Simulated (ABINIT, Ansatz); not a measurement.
# MgO2 (R-3m): changed settings of a GW run in ABINIT

What do changed inputs do to GW on MgO2 (R-3m)?

Method: LDA and many-body steps on it, plane waves, in ABINIT 10.8.3.

## (1) The starting structure

Symmetry: R-3m, No. 166, trigonal system. Conventional cell: a = 3.210 Å, b = 3.210 Å, c = 10.482 Å, α = 90.00°, β = 90.00°, γ = 120.00°. Nearest to Mg lie 6 O at 2.11 Å. O has 1 O at 1.49 Å and 3 Mg at 2.11 Å nearest. Farther neighbours and most contacts between anions are not listed.

The cell and positions are those that the Materials Project relaxed with its own functionals (PBE, PBE+U or r2SCAN), kept fixed.

## (2) Screening, 4×4×4 mesh, 48 bands, screening to 141.5 eV

This step: ABINIT 10.8.3; RPA screening on LDA, plane waves, norm-conserving pseudopotentials.

The RPA dielectric matrix is built and inverted for each q.

File run.abi:

```
acell 3*1.0 Angstrom
rprim 
  1.604761016024 0.926509204586 3.493978874900
  -1.604761016024 0.926509204586 3.493978874900
  0.000000000000 -1.853018409173 3.493978874900
ntypat 2
znucl 12 8
natom 3
typat 1 2 2
xred 
  0.000000000000 0.000000000000 0.000000000000
  0.428786000000 0.428786000000 0.428786000000
  0.571214000000 0.571214000000 0.571214000000
pp_dirpath "pseudos"
pseudos "Mg.upf, O.upf"
ecut 38
ngkpt 4 4 4
nshiftk 1
shiftk 0 0 0
kptopt 1
chksymbreak 0
istwfk *1
occopt 1
irdwfk 1
optdriver 3
nband 48
ecuteps 5.2
inclvkb 2
awtr 1
symchi 1
indata_prefix "in"
outdata_prefix "out"
tmpdata_prefix "tmp"
```

Run with:

```bash
$ OMP_NUM_THREADS=1 mpirun -n 4 abinit run.abi > log
```

The log of the run:

```text
.Version 10.8.3 of ABINIT. v10.8.2 released Aug 2026.

 Symmetries : space group R-3 m (#166); Bravais hR (rhombohedral)
[... echo of the input left out ...]
== DATASET  1 ==================================================================
-   mpi_nproc: 4, omp_nthreads: 1 (-1 if OMP is not activated)

--- !DatasetInfo
iteration_state: {dtset: 1, }
dimensions: {natom: 3, nkpt: 13, mband: 48, nsppol: 1, nspinor: 1, nspden: 1, mpw: 2370, }
cutoff_energies: {ecut:  38.0, pawecutdg:  -1.0, }
electrons: {nelect:   2.20000000E+01, charge:   0.00000000E+00, occopt:   1.00000000E+00, tsmear:   1.00000000E-02, }

 SCREENING: Calculation of the susceptibility and dielectric matrices

 Based on a program developped by R.W. Godby, V. Olevano, G. Onida, and L. Reining.
 Incorporated in ABINIT by V. Olevano, G.-M. Rignanese, and M. Torrent.
.Using double precision arithmetic ; gwpc =  8

[... cell and pseudopotentials left out ...]
--------------------------------------------------------------------------------

 ==== K-mesh for the wavefunctions ====
 Number of points in the irreducible wedge :    13
[... list of points left out ...]
 Together with 12 symmetry operations and time-reversal symmetry
 yields    64 points in the full Brillouin Zone.

 ==== Q-mesh for the screening function ====
 Number of points in the irreducible wedge :    13
[... list of points left out ...]
 Together with 12 symmetry operations and time-reversal symmetry
 yields    64 points in the full Brillouin Zone.

 setmesh: FFT mesh size selected  =    30x   30x   30
          total number of points  =        27000

 vcoul_init : cutoff-mode = AUXILIARY_FUNCTION
 q-points for optical limit:   1
     1)      0.000010    0.000020    0.000030

- screening: taking advantage of time-reversal symmetry
- Maximum band index for partially occupied states nbvw = 11
- Remaining bands to be divided among processors   nbcw = 37
- Number of bands treated by each node ~9

 Number of electrons calculated from density =   22.0000; Expected =   22.0000
 average of density, n =  0.104591
 r_s =    1.3167
 omega_plasma =   31.1963 [eV]

 calculating chi0 at frequencies [eV] :
  1    0.000000E+00    0.000000E+00
  2    0.000000E+00    3.119628E+01

--------------------------------------------------------------------------------
  q-point number  1        q = ( 0.000000, 0.000000, 0.000000) [r.l.u.]
--------------------------------------------------------------------------------
[... chi0 elements left out ...]
 For q-point:  0.000010 0.000020 0.000030
  dielectric constant =   3.5336
  dielectric constant without local fields =   3.8768

  Average fulfillment of the sum rule on Im[epsilon] for q-point    1 :     39.98  [%]
[... wings left out ...]
  q-point number  2        q = ( 0.250000, 0.000000, 0.000000) [r.l.u.]
--------------------------------------------------------------------------------
[... chi0 elements left out ...]
  Average fulfillment of the sum rule on Im[epsilon] for q-point    2 :     54.12  [%]

 [... 11 further q-points ...]
```

Elapsed: 23 s, on 4 MPI ranks of Arm Neoverse V1, shared host; peak memory 0.75 GiB; 93 s of CPU time.

This step gave:

- ε∞ with local fields, on this mesh, along the program's q direction: 3.534
- the same without local fields: 3.877
- plasma frequency: 31.20 eV
- plane waves in the screening matrix: 109

Local fields lower ε∞ by 9 %. On a Γ-centred mesh this coarse the value itself is usually too large, while a short band sum pulls it down.

## (3) Base

The self-energy is evaluated for the states that the input lists, and the levels follow from it, in one-shot runs by the linearised quasiparticle equation.

This step: G0W0 on LDA, plane waves, norm-conserving pseudopotentials.

Edit run.abi of step 2 so:

```diff
@@ -24,8 +24,17 @@
 irdwfk 1
-optdriver 3
+optdriver 4
 nband 48
+gwcalctyp 0
+ecutsigx 38
+symsigma 1
+nkptgw 2
+kptgw 
+  0.5000000000 0.5000000000 0.5000000000
+  0.0000000000 0.0000000000 0.0000000000
+bdgw 
+  10 13
+  10 13
 ecuteps 5.2
-inclvkb 2
-awtr 1
-symchi 1
+irdscr 1
+ppmodel 1
 indata_prefix "in"
```

The log of the run:

```text
.Version 10.8.3 of ABINIT. v10.8.2 released Aug 2026.

 Symmetries : space group R-3 m (#166); Bravais hR (rhombohedral)
[... echo of the input left out ...]
== DATASET  1 ==================================================================
-   mpi_nproc: 4, omp_nthreads: 1 (-1 if OMP is not activated)

--- !DatasetInfo
iteration_state: {dtset: 1, }
dimensions: {natom: 3, nkpt: 13, mband: 48, nsppol: 1, nspinor: 1, nspden: 1, mpw: 2370, }
cutoff_energies: {ecut:  38.0, pawecutdg:  -1.0, }
electrons: {nelect:   2.20000000E+01, charge:   0.00000000E+00, occopt:   1.00000000E+00, tsmear:   1.00000000E-02, }

 SIGMA: Calculation of the GW corrections

 Based on a program developped by R.W. Godby, V. Olevano, G. Onida, and L. Reining.
 Incorporated in ABINIT by V. Olevano, G.-M. Rignanese, and M. Torrent.
.Using double precision arithmetic ; gwpc =  8

[... cell and pseudopotentials left out ...]
--------------------------------------------------------------------------------

 ==== K-mesh for the wavefunctions ====
 Number of points in the irreducible wedge :    13
[... list of points left out ...]
 Together with 12 symmetry operations and time-reversal symmetry
 yields    64 points in the full Brillouin Zone.

 ==== Q-mesh for screening function ====
 Number of points in the irreducible wedge :    13
[... list of points left out ...]
 Together with 12 symmetry operations and time-reversal symmetry
 yields    64 points in the full Brillouin Zone.

 vcoul_init : cutoff-mode = AUXILIARY_FUNCTION
 q-points for optical limit:   1
     1)      0.000010    0.000020    0.000030
 setmesh: FFT mesh size selected  =    45x   45x   45
          total number of points  =        91125

 Number of electrons calculated from density =   22.0000; Expected =   22.0000
 average of density, n =  0.104591
 r_s =    1.3167
 omega_plasma =   31.1963 [eV]

 === KS Band Gaps ===
  >>>> For spin  1
   Minimum direct gap =   2.1369 [eV], located at k-point      :   0.5000  0.5000  0.5000
   Fundamental gap    =   2.1369 [eV], Top of valence bands at :   0.5000  0.5000  0.5000
                                       Bottom of conduction at :   0.5000  0.5000  0.5000
 SIGMA fundamental parameters:
 PLASMON POLE MODEL  1
 number of plane-waves for SigmaX                 2365
 number of plane-waves for SigmaC and W            109
 number of plane-waves for wavefunctions          2365
 number of bands                                    48
 number of independent spin polarizations            1
 number of spinorial components                      1
 number of k-points in IBZ                          13
 number of q-points in IBZ                          13
 number of symmetry operations                      12
 number of k-points in BZ                           64
 number of q-points in BZ                           64
 number of frequencies for dSigma/dE                 9
 frequency step for dSigma/dE [eV]                0.25
 number of omega for Sigma on real axis              0
 max omega for Sigma on real axis  [eV]           0.00
 zcut for avoiding poles [eV]                     0.10

 EPSILON^-1 parameters (SCR file):
 dimension of the eps^-1 matrix on file            109
 dimension of the eps^-1 matrix used               109
 number of plane-waves for wavefunctions          2365
 number of bands                                    48
 number of q-points in IBZ                          13
 number of frequencies                               2
 number of real frequencies                          1
 number of imag frequencies                          1

 matrix elements of self-energy operator (all in [eV])

 Perturbative Calculation

--- !SelfEnergy_ee
iteration_state: {dtset: 1, }
kpoint     : [   0.500,    0.500,    0.500, ]
spin       : 1
KS_gap     :    2.137
QP_gap     :    5.011
Delta_QP_KS:    2.874
data: !SigmaeeData |
     Band     E0 <VxcDFT>   SigX SigC(E0)      Z dSigC/dE  Sig(E)    E-E0       E
       10   3.180 -20.478 -26.426   4.866   0.793  -0.260 -21.336  -0.858   2.321
       11   3.180 -20.478 -26.426   4.866   0.793  -0.260 -21.336  -0.858   2.321
       12   5.317 -18.094 -12.146  -3.458   0.810  -0.235 -16.078   2.016   7.333
       13   7.912  -9.710  -4.418  -3.672   0.862  -0.160  -8.313   1.397   9.308

--- !SelfEnergy_ee
iteration_state: {dtset: 1, }
kpoint     : [   0.000,    0.000,    0.000, ]
spin       : 1
KS_gap     :    5.188
QP_gap     :    7.575
Delta_QP_KS:    2.387
data: !SigmaeeData |
     Band     E0 <VxcDFT>   SigX SigC(E0)      Z dSigC/dE  Sig(E)    E-E0       E
       10   2.378 -19.584 -25.760   4.930   0.791  -0.264 -20.570  -0.986   1.392
       11   2.378 -19.584 -25.760   4.930   0.791  -0.264 -20.570  -0.986   1.392
       12   7.566 -11.433  -6.289  -3.503   0.854  -0.171 -10.032   1.401   8.967
       13   7.794 -20.079 -12.512  -4.308   0.781  -0.280 -17.533   2.546  10.340

== END DATASET(S) ==============================================================
================================================================================

 -outvars: echo values of variables after computation  --------
           etotal      0.0000000000E+00
            nband          48
             nkpt          13
          spgroup         166
 [... the other variables as echoed above ...]

 Calculation completed.
```

Wall time 3.7 s (4 MPI ranks); peak memory 0.68 GiB.

Numbers from this step:

```
G0W0 gap on the points computed              : 5.012 eV
starting gap on the mesh                     : 2.137 eV
k of the valence top                         : 0.5, 0.5, 0.5
k of the conduction bottom                   : 0.5, 0.5, 0.5
Z at the valence top                         : 0.793
Z at the conduction bottom                   : 0.81
least direct G0W0 gap on the computed points : 5.012 eV
```

The gap on the mesh goes from 2.14 eV to 5.01 eV, a correction of +2.88 eV.

## (4) Exchange cutoff

Edit run.abi of step 3 so:

```diff
@@ -27,3 +27,3 @@
 gwcalctyp 0
-ecutsigx 38
+ecutsigx 76
 symsigma 1
```

The log of the run:

```text
.Version 10.8.3 of ABINIT. v10.8.2 released Aug 2026.

 Symmetries : space group R-3 m (#166); Bravais hR (rhombohedral)
[... echo of the input left out ...]
== DATASET  1 ==================================================================
-   mpi_nproc: 4, omp_nthreads: 1 (-1 if OMP is not activated)

--- !DatasetInfo
iteration_state: {dtset: 1, }
dimensions: {natom: 3, nkpt: 13, mband: 48, nsppol: 1, nspinor: 1, nspden: 1, mpw: 2370, }
cutoff_energies: {ecut:  38.0, pawecutdg:  -1.0, }
electrons: {nelect:   2.20000000E+01, charge:   0.00000000E+00, occopt:   1.00000000E+00, tsmear:   1.00000000E-02, }

 SIGMA: Calculation of the GW corrections

 Based on a program developped by R.W. Godby, V. Olevano, G. Onida, and L. Reining.
 Incorporated in ABINIT by V. Olevano, G.-M. Rignanese, and M. Torrent.
.Using double precision arithmetic ; gwpc =  8

[... cell and pseudopotentials left out ...]
--------------------------------------------------------------------------------

 ==== K-mesh for the wavefunctions ====
 Number of points in the irreducible wedge :    13
[... list of points left out ...]
 Together with 12 symmetry operations and time-reversal symmetry
 yields    64 points in the full Brillouin Zone.

 ==== Q-mesh for screening function ====
 Number of points in the irreducible wedge :    13
[... list of points left out ...]
 Together with 12 symmetry operations and time-reversal symmetry
 yields    64 points in the full Brillouin Zone.

 vcoul_init : cutoff-mode = AUXILIARY_FUNCTION
 q-points for optical limit:   1
     1)      0.000010    0.000020    0.000030
 setmesh: FFT mesh size selected  =    54x   54x   54
          total number of points  =       157464

 Number of electrons calculated from density =   22.0000; Expected =   22.0000
[...]
number of omega for Sigma on real axis              0
 max omega for Sigma on real axis  [eV]           0.00
 zcut for avoiding poles [eV]                     0.10

 EPSILON^-1 parameters (SCR file):
 dimension of the eps^-1 matrix on file            109
 dimension of the eps^-1 matrix used               109
 number of plane-waves for wavefunctions          2365
 number of bands                                    48
 number of q-points in IBZ                          13
 number of frequencies                               2
 number of real frequencies                          1
 number of imag frequencies                          1

 matrix elements of self-energy operator (all in [eV])

 Perturbative Calculation

--- !SelfEnergy_ee
iteration_state: {dtset: 1, }
kpoint     : [   0.500,    0.500,    0.500, ]
spin       : 1
KS_gap     :    2.137
QP_gap     :    5.013
Delta_QP_KS:    2.876
data: !SigmaeeData |
     Band     E0 <VxcDFT>   SigX SigC(E0)      Z dSigC/dE  Sig(E)    E-E0       E
       10   3.180 -20.478 -26.430   4.866   0.793  -0.260 -21.339  -0.861   2.318
       11   3.180 -20.478 -26.430   4.866   0.793  -0.260 -21.339  -0.861   2.318
       12   5.317 -18.094 -12.147  -3.458   0.810  -0.235 -16.080   2.015   7.331
[...]
--- !SelfEnergy_ee
iteration_state: {dtset: 1, }
kpoint     : [   0.000,    0.000,    0.000, ]
spin       : 1
KS_gap     :    5.188
QP_gap     :    7.576
Delta_QP_KS:    2.389
data: !SigmaeeData |
     Band     E0 <VxcDFT>   SigX SigC(E0)      Z dSigC/dE  Sig(E)    E-E0       E
[...]
12   7.566 -11.433  -6.290  -3.503   0.854  -0.171 -10.032   1.401   8.966
       13   7.794 -20.079 -12.515  -4.308   0.781  -0.280 -17.535   2.544  10.338

== END DATASET(S) ==============================================================
================================================================================

 -outvars: echo values of variables after computation  --------
           etotal      0.0000000000E+00
            nband          48
             nkpt          13
          spgroup         166
 [... the other variables as echoed above ...]

 Calculation completed.
```

Run time: 4.1 s. Hardware: 4 MPI ranks; peak memory 0.54 GiB; 16 s of CPU time.

This step gave:

| Quantity | Value |
| --- | --- |
| G0W0 gap on the points computed | 5.013 eV |
| starting gap on the mesh | 2.137 eV |
| k of the valence top | 0.5, 0.5, 0.5 |
| k of the conduction bottom | 0.5, 0.5, 0.5 |
| Z at the valence top | 0.793 |
| Z at the conduction bottom | 0.81 |
| least direct G0W0 gap on the computed points | 5.013 eV |

## (5) Another k mesh than the file's

Edit run.abi of step 4 so:

```diff
@@ -16,3 +16,3 @@
 ecut 38
-ngkpt 4 4 4
+ngkpt 5 5 5
 nshiftk 1
@@ -27,3 +27,3 @@
 gwcalctyp 0
-ecutsigx 76
+ecutsigx 38
 symsigma 1
```

The log of the run:

```text
.Version 10.8.3 of ABINIT. v10.8.2 released Aug 2026.

 Symmetries : space group R-3 m (#166); Bravais hR (rhombohedral)
================================================================================
 Values of the parameters that define the memory need of the present run
     intxc =       0    ionmov =       0      iscf =       7    lmnmax =       5
     lnmax =       5     mgfft =      45  mpssoang =       3    mqgrid =    3001
     natom =       3  nloc_mem =       1    nspden =       1   nspinor =       1
    nsppol =       1      nsym =      12    n1xccc =    2501    ntypat =       2
    occopt =       1   xclevel =       1
-    mband =          48        mffmem =           1         mkmem =           5
       mpw =        2376          nfft =       91125          nkpt =          19
================================================================================
  Rough estimation (10% accuracy) of disk space for files :
================================================================================

--------------------------------------------------------------------------------
------------- Echo of variables that govern the present computation ------------
--------------------------------------------------------------------------------
 -outvars: echo values of preprocessed input variables --------
            acell      1.8897261259E+00  1.8897261259E+00  1.8897261259E+00 Bohr

             bdgw          10      13      10      13
      chksymbreak           0
             ecut      3.80000000E+01 Hartree
          ecuteps      5.20000000E+00 Hartree
         ecutsigx      3.80000000E+01 Hartree
          ecutwfn      3.80000000E+01 Hartree
-          fftalg         312
           irdscr           1
           irdwfk           1

[...]
.Using double precision arithmetic ; gwpc =  8

 Real(R)+Recip(G) space primitive vectors, cartesian coordinates (Bohr,Bohr^-1):
 R(1)=  3.0325588  1.7508486  6.6026632  G(1)=  0.1648773  0.0951919  0.0504847
 R(2)= -3.0325588  1.7508486  6.6026632  G(2)= -0.1648773  0.0951919  0.0504847
 R(3)=  0.0000000 -3.5016973  6.6026632  G(3)=  0.0000000 -0.1903839  0.0504847
 Unit cell volume ucvol=  2.1034308E+02 bohr^3
 Angles (23,13,12)=  4.78776427E+01  4.78776427E+01  4.78776427E+01 degrees

--- Pseudopotential description ------------------------------------------------
- Mg Generated using ONCVPSP code by D. R. Hamann
- 12.00000  10.00000  180309                  znucl, zion, pspdat
12 -1012 1 -1 1510                            pspcod,pspxc,lmax,lloc,mmax
     nproj     2     2     0
  pspatm : epsatm=    9.23542517
         --- l  ekb(1:nproj) -->
[...]
pspatm: atomic psp has been read  and splines computed

- O Generated using ONCVPSP code by D. R. Hamann
-  8.00000   6.00000  201201                  znucl, zion, pspdat
12 -1012 2 -1 926                             pspcod,pspxc,lmax,lloc,mmax
     nproj     2     2     1
  pspatm : epsatm=    6.27558587
         --- l  ekb(1:nproj) -->
             0    6.026028    0.816167
             1   -4.798959   -1.172522
             2   -1.033686
 pspatm: atomic psp has been read  and splines computed

   4.79305132E+02                                ecore*ucvol(ha*bohr**3)
--------------------------------------------------------------------------------

--- !ERROR
message: |
    Cannot continue, basic dimensions/parameters reported in the header do not agree with input file.
    Check consistency between the content of the WFK external file and the input file.

--- !ERROR
message: |
    Cannot continue, basic dimensions/parameters reported in the header do not agree with input file.
    Check consistency between the content of the WFK external file and the input file.

--- from the log ---
Cannot continue, basic dimensions/parameters reported in the header do not agree with input file.
    Check consistency between the content of the WFK external file and the input file.
```

Wall time 1.6 s (4 MPI ranks); peak memory 0.06 GiB.

The run stopped with an error after 1.6 s.

The program's words: Cannot continue, basic dimensions/parameters reported in the header do not agree with input file. Check consistency between the content of the WFK external file and the input file.

The fault put into this input: another k mesh than the file's.

## (6) The runs together

Times are wall times on 4 MPI ranks of Arm Neoverse V1, shared host, good to a factor of about two. A run's time includes the screening step that it read.

| run | mesh | bands | screening cutoff (eV) | DFT gap (eV) | gap on the mesh (eV) | direct (eV) | ε∞ used | time |
| --- | --- | --- | --- | --- | --- | --- | --- | --- |
| base | 4×4×4 | 48 | 141.5 | 2.137 | 5.012 | 5.012 | 3.53 | 27 s |
| exchange cutoff | 4×4×4 | 48 | 141.5 | 2.137 | 5.013 | 5.013 | 3.53 | 27 s |

## (7) What came out

| Property | Result |
| --- | --- |
| base | 5.012 eV |
| exchange cutoff | 5.013 eV |
| known limits | not at the basis limit; coarse k mesh |

In words: Exchange cutoff: no change against base (keys changed: ecutsigx). Bands and cutoff are finite, so the gap is not at the basis limit. The miss can reach some tenths of an eV and take either sign; the mesh is an error of its own. In the G0W0 runs levels were corrected at 2 k points alone, so a gap called «on the mesh» is the least over those, and an edge elsewhere would be missed. The 4×4×4 mesh is coarse for this cell, which bears on the long-range parts of exchange and screening.

[Paths, hosts, dates, memory and timing lines, banners, echoed tables and standing remarks are left out of the program output.]

[Logs are printed without paths, hosts, clocks, repeated set-up lines and the standing remarks that a program may print on its own settings, such as how far it seeks lower states.]

[Runs of the session that timed out or met a known fault of the program may be left out.]

[Hosts, paths, dates, database ids (printed as entryN), source tags and the programs' standing remarks are cut or masked in the printed files.]

[G0W0 gaps are taken among the corrected bands and points alone; a level outside them can change the order at an edge.]

[Where Ansatz stands beside ABINIT at settings called matched, ABINIT's density can come from a denser mesh and the files from another edition; pairs whose starting gaps differed by over 0.03 eV were left out, so agreement reads better than it is.]
